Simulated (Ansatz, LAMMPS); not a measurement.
# Static equation of state of glassy 97GeO2-3Na2O (mol %) (93 atoms)

Density of this cell: 3.92 g/cm³. The cell holds 93 atoms: 30 Ge, 2 Na and 61 O. Its edges and angles: a = 10.663 Å, b = 11.240 Å, c = 11.367 Å, α = 91.9°, β = 85.7°, γ = 92.4°. The starting structure: 93 atoms (30 Ge, 2 Na, 61 O) placed at random at 3.66 g/cm³, melted at 4000 K for 10 ps at fixed volume with the Morse and Coulomb pair potential with partial charges (Pedone, Malavasi, Menziani, Cormack and Segre, J. Phys. Chem. B 110, 11780 (2006)). Quenched from 4000 K to 300 K at 60 K/ps and fixed volume, held 10 ps at zero pressure.

Calculated with Ansatz 0.2.0: Kohn-Sham DFT, PBE, PAW (set soft_2), plane waves; cutoff 420 eV, Γ point, fermi-dirac smearing of 0.05 eV. Cell and atoms were relaxed first, to V0 = 14.589 Å³ an atom at a residual P0 = 0.022 GPa. The cell was then scaled evenly, and the atoms were relaxed at each volume.

| volume (Å³/atom) | pressure (GPa) |
| --- | --- |
| 13.131 | 5.549 |
| 13.714 | ? |
| 14.152 | 1.501 |
| 15.027 | -1.315 |
| 15.465 | -2.588 |

Task: Fit the third-order Birch–Murnaghan equation to the rows given and interpolate to the withheld row.

Worked fit:

Take the Eulerian strain f = ½[(V0/V)^(2/3) − 1] and the normalised pressure F = (P − P0) / [3f(1 + 2f)^(5/2)]. The third-order Birch–Murnaghan equation is then the line F = B0 + (3/2)B0(B′ − 4) f, so u = f and v = F.

```
      u = f  v = F (GPa)
  0.0363828      42.4841
  0.0102569      45.7030
-0.00975660      47.9706
 -0.0190506      50.3192
```

With n = 4: mean u = 0.00445815, mean v = 46.6192, Σ(u − ū)² = 0.0018075, Σ(u − ū)(v − v̄) = -0.24352. Slope b = -0.24352 / 0.0018075 = -134.72; intercept a = v̄ − b ū = 47.220.

So B0 = a = 47.2 GPa and B′ = 4 + 2b/(3a) = 2.10. At the withheld volume f = 0.02106, F = a + b f = 44.38 GPa, and P = P0 + 3f(1 + 2f)^(5/2) F.

Prediction at 13.714: 3.130 GPa. The run gave 3.081 GPa, so the fit is high by 0.049 GPa (1.6 % of the value).

Among the rows given, the largest miss of the fit is at 15.465, by 0.028 GPa (0.34 % of the range of the table).

Limits: Static cells at zero temperature; the cell shape is held. The program notes that the SCF threshold of these relaxations is loose for the stress. The quench rate of 60 K/ps is many orders above laboratory rates, so the cell is likely richer in defects and strain than a real sample. The network of bonds at the start is that of the classical potential that made the cell, and needn't be the one that DFT or experiment would give. Only the Γ point is sampled, in a cell whose shortest periodic width is 11 Å.

[Logs are printed without paths, hosts, clocks, repeated set-up lines and the standing remarks that a program may print on its own settings, such as how far it seeks lower states.]

[Hosts, paths, dates, database ids (printed as entryN), source tags and the programs' standing remarks are cut or masked in the printed files.]
